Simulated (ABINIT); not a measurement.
# GaN (F-43m): G0W0 with ABINIT, start to end

Wanted: ground state, empty states, screening and self-energy for GaN (F-43m).

Calculated with ABINIT 10.8.3; LDA and many-body steps on it, plane waves.

**Experimental background.**

- Gap 3.23 eV: absorption onset (direct gap at Gamma) of unexcited film, from imaginary part of dielectric function; spectroscopic ellipsometry (steady-state reference of time-resolved measurement); 300 K; film on 3C-SiC/Si(001) (“Femtosecond pump-probe absorption edge spectroscopy of cubic GaN”, 2022, arxiv:2206.02223).

## 1. The starting structure

It takes space group F-43m (No. 216, cubic). Conventional cell: a = 4.507 Å, b = 4.507 Å, c = 4.507 Å, α = 90.00°, β = 90.00°, γ = 90.00°. Ga has 4 N at 1.95 Å nearest. N has 4 Ga at 1.95 Å nearest. Farther neighbours, and contacts between anions beyond the nearest, are not listed.

The cell and positions are those that the Materials Project relaxed with its own functionals (PBE, PBE+U or r2SCAN), kept fixed. This is not the form that GaN usually takes at ambient conditions.

## 2. Ground state

This step: ABINIT 10.8.3; DFT, LDA, plane waves, norm-conserving pseudopotentials.

The ground-state density comes first.

run.abi

```
acell 3*1.0 Angstrom
rprim 
  0.000000000000 2.253500607500 2.253500607500
  2.253500607500 0.000000000000 2.253500607500
  2.253500607500 2.253500607500 0.000000000000
ntypat 2
znucl 31 7
natom 2
typat 1 2
xred 
  0.000000000000 0.000000000000 0.000000000000
  0.750000000000 0.750000000000 0.750000000000
pp_dirpath "pseudos"
pseudos "Ga.upf, N.upf"
ecut 45
ngkpt 8 8 8
nshiftk 1
shiftk 0 0 0
kptopt 1
chksymbreak 0
nband 18
occopt 1
tolvrs 1e-10
nstep 60
prtwf 0
optforces 0
optstress 0
indata_prefix "in"
outdata_prefix "out"
tmpdata_prefix "tmp"
```

Run with:

```sh
OMP_NUM_THREADS=1 mpirun -n 8 abinit run.abi > log
```

Standard output:

```text
.Version 10.8.3 of ABINIT. v10.8.2 released Aug 2026.

 Symmetries : space group F-4 3 m (#216); Bravais cF (face-center cubic)
================================================================================
 Values of the parameters that define the memory need of the present run
     intxc =       0    ionmov =       0      iscf =       7    lmnmax =       6
     lnmax =       6     mgfft =      40  mpssoang =       3    mqgrid =    3001
     natom =       2  nloc_mem =       1    nspden =       1   nspinor =       1
    nsppol =       1      nsym =      24    n1xccc =    2501    ntypat =       2
    occopt =       1   xclevel =       1
-    mband =          18        mffmem =           1         mkmem =           4
       mpw =        2245          nfft =       64000          nkpt =          29
================================================================================
  Rough estimation (10% accuracy) of disk space for files :
================================================================================

--------------------------------------------------------------------------------
------------- Echo of variables that govern the present computation ------------
--------------------------------------------------------------------------------
 -outvars: echo values of preprocessed input variables --------
            acell      1.8897261259E+00  1.8897261259E+00  1.8897261259E+00 Bohr

      chksymbreak           0
             ecut      4.50000000E+01 Hartree
-          fftalg         312

              ixc       -1012
              kpt      0.00000000E+00  0.00000000E+00  0.00000000E+00
                       1.25000000E-01  0.00000000E+00  0.00000000E+00
                       2.50000000E-01  0.00000000E+00  0.00000000E+00
                       3.75000000E-01  0.00000000E+00  0.00000000E+00
                       5.00000000E-01  0.00000000E+00  0.00000000E+00
                       1.25000000E-01  1.25000000E-01  0.00000000E+00
                       2.50000000E-01  1.25000000E-01  0.00000000E+00
                       3.75000000E-01  1.25000000E-01  0.00000000E+00
                       5.00000000E-01  1.25000000E-01  0.00000000E+00
   [... 18 further rows ...]
                      -3.75000000E-01  5.00000000E-01  1.25000000E-01
                      -2.50000000E-01  5.00000000E-01  2.50000000E-01
         kptrlatt        8    0    0      0    8    0      0    0    8
          kptrlen      4.81794160E+01
P           mkmem           4
            natom           2
            nband          18
            ngfft          40      40      40
             nkpt          29
            nstep          60
             nsym          24
           ntypat           2
              occ      2.000000  2.000000  2.000000  2.000000  2.000000  2.000000
                       2.000000  2.000000  2.000000  2.000000  2.000000  2.000000
                       2.000000  0.000000  0.000000  0.000000  0.000000  0.000000
        optforces           0
        optstress           0
            prtwf           0
            rprim      0.0000000000E+00  2.2535006075E+00  2.2535006075E+00
[...]
spgroup         216

           tolvrs      1.00000000E-10

             xred      0.0000000000E+00  0.0000000000E+00  0.0000000000E+00
[...]
znucl       31.00000    7.00000

================================================================================

 chkinp: Checking input parameters for consistency.

================================================================================
== DATASET  1 ==================================================================
-   mpi_nproc: 8, omp_nthreads: 1 (-1 if OMP is not activated)

--- !DatasetInfo
iteration_state: {dtset: 1, }
dimensions: {natom: 2, nkpt: 29, mband: 18, nsppol: 1, nspinor: 1, nspden: 1, mpw: 2245, }
cutoff_energies: {ecut:  45.0, pawecutdg:  -1.0, }
electrons: {nelect:   2.60000000E+01, charge:   0.00000000E+00, occopt:   1.00000000E+00, tsmear:   1.00000000E-02, }

 Real(R)+Recip(G) space primitive vectors, cartesian coordinates (Bohr,Bohr^-1):
 R(1)=  0.0000000  4.2584990  4.2584990  G(1)= -0.1174123  0.1174123  0.1174123
 R(2)=  4.2584990  0.0000000  4.2584990  G(2)=  0.1174123 -0.1174123  0.1174123
 R(3)=  4.2584990  4.2584990  0.0000000  G(3)=  0.1174123  0.1174123 -0.1174123
 Unit cell volume ucvol=  1.5445417E+02 bohr^3
 Angles (23,13,12)=  6.00000000E+01  6.00000000E+01  6.00000000E+01 degrees

 getcut: wavevector=  0.0000  0.0000  0.0000  ngfft=  40  40  40
         ecut(hartree)=     45.000   => boxcut(ratio)=   2.19947

--- Pseudopotential description ------------------------------------------------
- Ga Generated using ONCVPSP code by D. R. Hamann
- 31.00000  21.00000  180309                  znucl, zion, pspdat
12 -1012 2 -1 1858                            pspcod,pspxc,lmax,lloc,mmax
     nproj     2     2     2
  pspatm : epsatm=   21.89818218
         --- l  ekb(1:nproj) -->
[...]
pspatm: atomic psp has been read  and splines computed

- N Generated using ONCVPSP code by D. R. Hamann
-  7.00000   5.00000  180309                  znucl, zion, pspdat
12 -1012 1 -1 1058                            pspcod,pspxc,lmax,lloc,mmax
     nproj     2     2     0
  pspatm : epsatm=    5.30777321
         --- l  ekb(1:nproj) -->
[...]
1   -4.361519   -1.032581
 pspatm: atomic psp has been read  and splines computed

   7.07354840E+02                                ecore*ucvol(ha*bohr**3)
--------------------------------------------------------------------------------

_setup2: Arith. and geom. avg. npw (full set) are    2226.443    2226.425

================================================================================

--- !BeginCycle
iteration_state: {dtset: 1, }
solver: {iscf: 7, nstep: 60, nline: 4, wfoptalg: 0, }
tolerances: {tolvrs: 1.00E-10, }

     iter   Etot(hartree)      deltaE(h)  residm     vres2
 ETOT  1  -257.66536319320    -2.577E+02 6.054E-01 9.603E+02
 ETOT  2  -258.19243751436    -5.271E-01 5.756E-02 9.937E+02
 ETOT  3  -258.34874099150    -1.563E-01 2.531E-02 2.330E+00
 ETOT  4  -258.34907247165    -3.315E-04 9.580E-04 9.977E-01
 ETOT  5  -258.34931177879    -2.393E-04 4.818E-04 2.071E-02
 ETOT  6  -258.34931707826    -5.299E-06 1.103E-04 3.604E-04
 ETOT  7  -258.34931717757    -9.931E-08 5.289E-05 2.207E-05
 ETOT  8  -258.34931718122    -3.656E-09 1.188E-05 1.119E-06
 ETOT  9  -258.34931718153    -3.018E-10 9.046E-06 9.733E-08
 ETOT 10  -258.34931718155    -2.700E-11 6.772E-06 6.403E-11

 At SCF step   10       vres2   =  6.40E-11 < tolvrs=  1.00E-10 =>converged.

--- !ResultsGS
iteration_state: {dtset: 1, }
comment   : Summary of ground state results
lattice_vectors:
- [  0.0000000,   4.2584990,   4.2584990, ]
- [  4.2584990,   0.0000000,   4.2584990, ]
- [  4.2584990,   4.2584990,   0.0000000, ]
lattice_lengths: [   6.02243,    6.02243,    6.02243, ]
lattice_angles: [ 60.000,  60.000,  60.000, ] # degrees, (23, 13, 12)
lattice_volume:   1.5445417E+02
convergence: {deltae: -2.700E-11, res2:  6.403E-11, residm:  6.772E-06, diffor:  0.000E+00, }
etotal    :  -2.58349317E+02
entropy   :   0.00000000E+00
fermie    :   2.38182463E-01
cartesian_stress_tensor: null
pressure_GPa: null
xred      :
- [  0.0000E+00,   0.0000E+00,   0.0000E+00, Ga]
- [  7.5000E-01,   7.5000E-01,   7.5000E-01,  N]
cartesian_forces: null
force_length_stats: {min: null, max: null, mean: null, }

 Integrated electronic density in atomic spheres:
 ------------------------------------------------
 Atom  Sphere_radius  Integrated_density
    1        2.00000         18.90382942
    2        2.00000          5.21039049
================================================================================

 ----iterations are completed or convergence reached----

 Mean square residual over all n,k,spin=   15.671E-09; max=  67.724E-07
 reduced coordinates (array xred) for    2 atoms
       0.000000      0.000000      0.000000
       0.750000      0.750000      0.750000
 rms dE/dt=  0.0000E+00; max dE/dt=  0.0000E+00; dE/dt below (all hartree)
    1       0.000000      0.000000      0.000000
    2       0.000000      0.000000      0.000000

 cartesian coordinates (angstrom) at end:
    1      0.000000     0.000000     0.000000
    2      3.380251     3.380251     3.380251
 length scales=  1.889726  1.889726  1.889726 bohr
              =  1.000000  1.000000  1.000000 angstroms
 prteigrs : about to open file out_EIG
 Fermi (or HOMO) energy (hartree) =   0.23818   Average Vxc (hartree)=  -0.44888
 Eigenvalues (hartree) for nkpt=  29  k points:
 kpt#   1, nband= 18, wtk=  0.00195, kpt=  0.0000  0.0000  0.0000 (reduced coord)
  -4.95898   -3.16412   -3.16412   -3.16412   -0.34194   -0.26273   -0.26273   -0.26273
  -0.25143   -0.25143    0.23818    0.23818    0.23818    0.30259    0.61142    0.61142
   0.61142    0.87394
 prteigrs : prtvol=0 or 1, do not print more k-points.

--- !EnergyTerms
iteration_state     : {dtset: 1, }
comment             : Components of total free energy in Hartree
kinetic             :  1.273877E+02
hartree             :  1.001265E+02
xc                  : -2.832683E+01
Ewald energy        : -1.353148E+02
psp_core            :  4.579707E+00
local_psp           : -2.663226E+02
non_local_psp       : -6.047904E+01
total_energy        : -2.583493E+02
total_energy_eV     : -7.030043E+03
band_energy         : -3.125082E+01

== END DATASET(S) ==============================================================
================================================================================

 -outvars: echo values of variables after computation  --------
           etotal     -2.5834931718E+02
            nband          18
             nkpt          29
          spgroup         216
 [... the other variables as echoed above ...]

 Calculation completed.
```

The job ended after 7.1 s (8 MPI ranks of Arm Neoverse V2, shared host; peak memory 0.55 GiB; 56 s of CPU time).

Numbers from this step:

```yaml
total_energy: -7030.0431 eV
gap: 1.753 eV
k_of_the_valence_top: 0, 0, 0
k_of_the_conduction_bottom: 0, 0, 0
least_direct_gap: 1.753 eV
```

The gap is direct, at Γ.

(Part 1 of 3 ends here.)

[Long decimals in the printed logs are rounded to 6 places.]

[Logs are printed without paths, hosts, clocks, repeated set-up lines and the standing remarks that a program may print on its own settings, such as how far it seeks lower states.]

[Paths, hosts, dates, memory and timing lines, banners, echoed tables and standing remarks are left out of the program output; an Ansatz launch command may be rebuilt from the run's recorded settings. Measured values are a selection of at most five: reports struck by readers or far from the other reports are left out. None is set beside runs whose start may be inverted or whose files or cutoffs have a known fault.]

[Runs of the session that timed out or met a known fault of the program may be left out.]

[Hosts, paths, dates, database ids (printed as entryN), source tags and the programs' standing remarks are cut or masked in the printed files.]

[G0W0 gaps are taken among the corrected bands and points alone; a level outside them can change the order at an edge.]

[Where Ansatz stands beside ABINIT at settings called matched, ABINIT's density can come from a denser mesh and the files from another edition; pairs whose starting gaps differed by over 0.03 eV were left out, so agreement reads better than it is.]
